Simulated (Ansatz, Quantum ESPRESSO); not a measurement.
**Equation of state of rock salt MgO**

How stiff is rock salt MgO under hydrostatic load? Each row relaxes cell and atoms at a set pressure. The phase is followed to these pressures whether or not it stays the stable one.

Calculated with Quantum ESPRESSO 7.5, PBEsol, GBRV 1.5 ultrasoft potentials, cutoff 680 eV, Fermi–Dirac smearing 0.02 eV, k-mesh 11×11×11, no spin polarisation, no spin-orbit coupling.

Reference cell, relaxed at zero pressure with PBEsol (Fm-3m): a = 2.9796 Å, b = 2.9796 Å, c = 2.9796 Å, α = 60.00°, β = 60.00°, γ = 60.00°.

```
atom       x       y       z
  Mg  0.0000  0.0000  0.0000
   O  0.5000  0.5000  0.5000
```

```csv
V (Å³/atom),V/V0,P (GPa),E − E0 (meV/atom)
9.6046,1.0270,−3.996,2.7
9.0787,0.9708,4.984,4.7
8.8414,0.9454,9.963,16.2
8.4443,0.9029,19.913,53.6
8.1206,0.8683,29.844,104.3
```

V0 = 9.3522 Å³ an atom, where the residual pressure P0 is −0.011 GPa. **Question.** Fit the Birch–Murnaghan law and give the pressure and the energy at V = 8.6318 Å³ an atom, a row left out above.

With the Eulerian strain f = ½[(V0/V)^(2/3) − 1] and F = (P − P0)/[3f(1 + 2f)^(5/2)], the third-order law is the line F = B0 + (3/2) B0 (B′ − 4) f.

```csv
f,F (GPa)
0.04936,159.35
0.03523,159.03
0.01908,158.70
0.00999,158.59
−0.00880,157.82
```

A straight line through the 5 rows: the means are 0.02097 for f and 158.7 for F, Σ(Δx)² = 0.00202 and ΣΔxΔy = 0.05056, so the slope is 0.05056/0.00202 = 25.035 and the intercept 158.7 − (25.035)(0.02097) = 158.17.

Hence B0 = 158.2 GPa and B′ = 4 + (25.0)/(1.5 × 158.2) = 4.11. For the withheld volume f = 0.02745, F = 158.86 GPa and P = 14.94 GPa. The run itself gives 14.94 GPa, so the estimate misses by 0.00 GPa, a rounding's worth.

Integrating the same law gives E − E0 = (9/2) B0 V0 f²[1 + (B′ − 4) f] + P0(V0 − V), with 1 GPa Å³ = 6.2415 meV: 31.3 meV an atom. The run itself gives 32.9 meV, so the estimate misses by 1.6 meV; the fitted rows themselves lie up to 2.7 meV off the law.

The same fit over all rows at other levels or in other programs gives B0 = 157 GPa with PBEsol (Ansatz).

Measured volume: 9.334 Å³ an atom (American Mineralogist 61 266 1976, 297.15 K), so V0 is +0.2 % off. A stiffness follows the volume as d ln B/d ln V = −B′, which moves B0 by about +1 % when it is taken at the measured volume.

The calculation is for a static lattice, while measurements hold thermal and zero-point motion.

[Logs are printed without paths, hosts, clocks, repeated set-up lines and the standing remarks that a program may print on its own settings, such as how far it seeks lower states.]
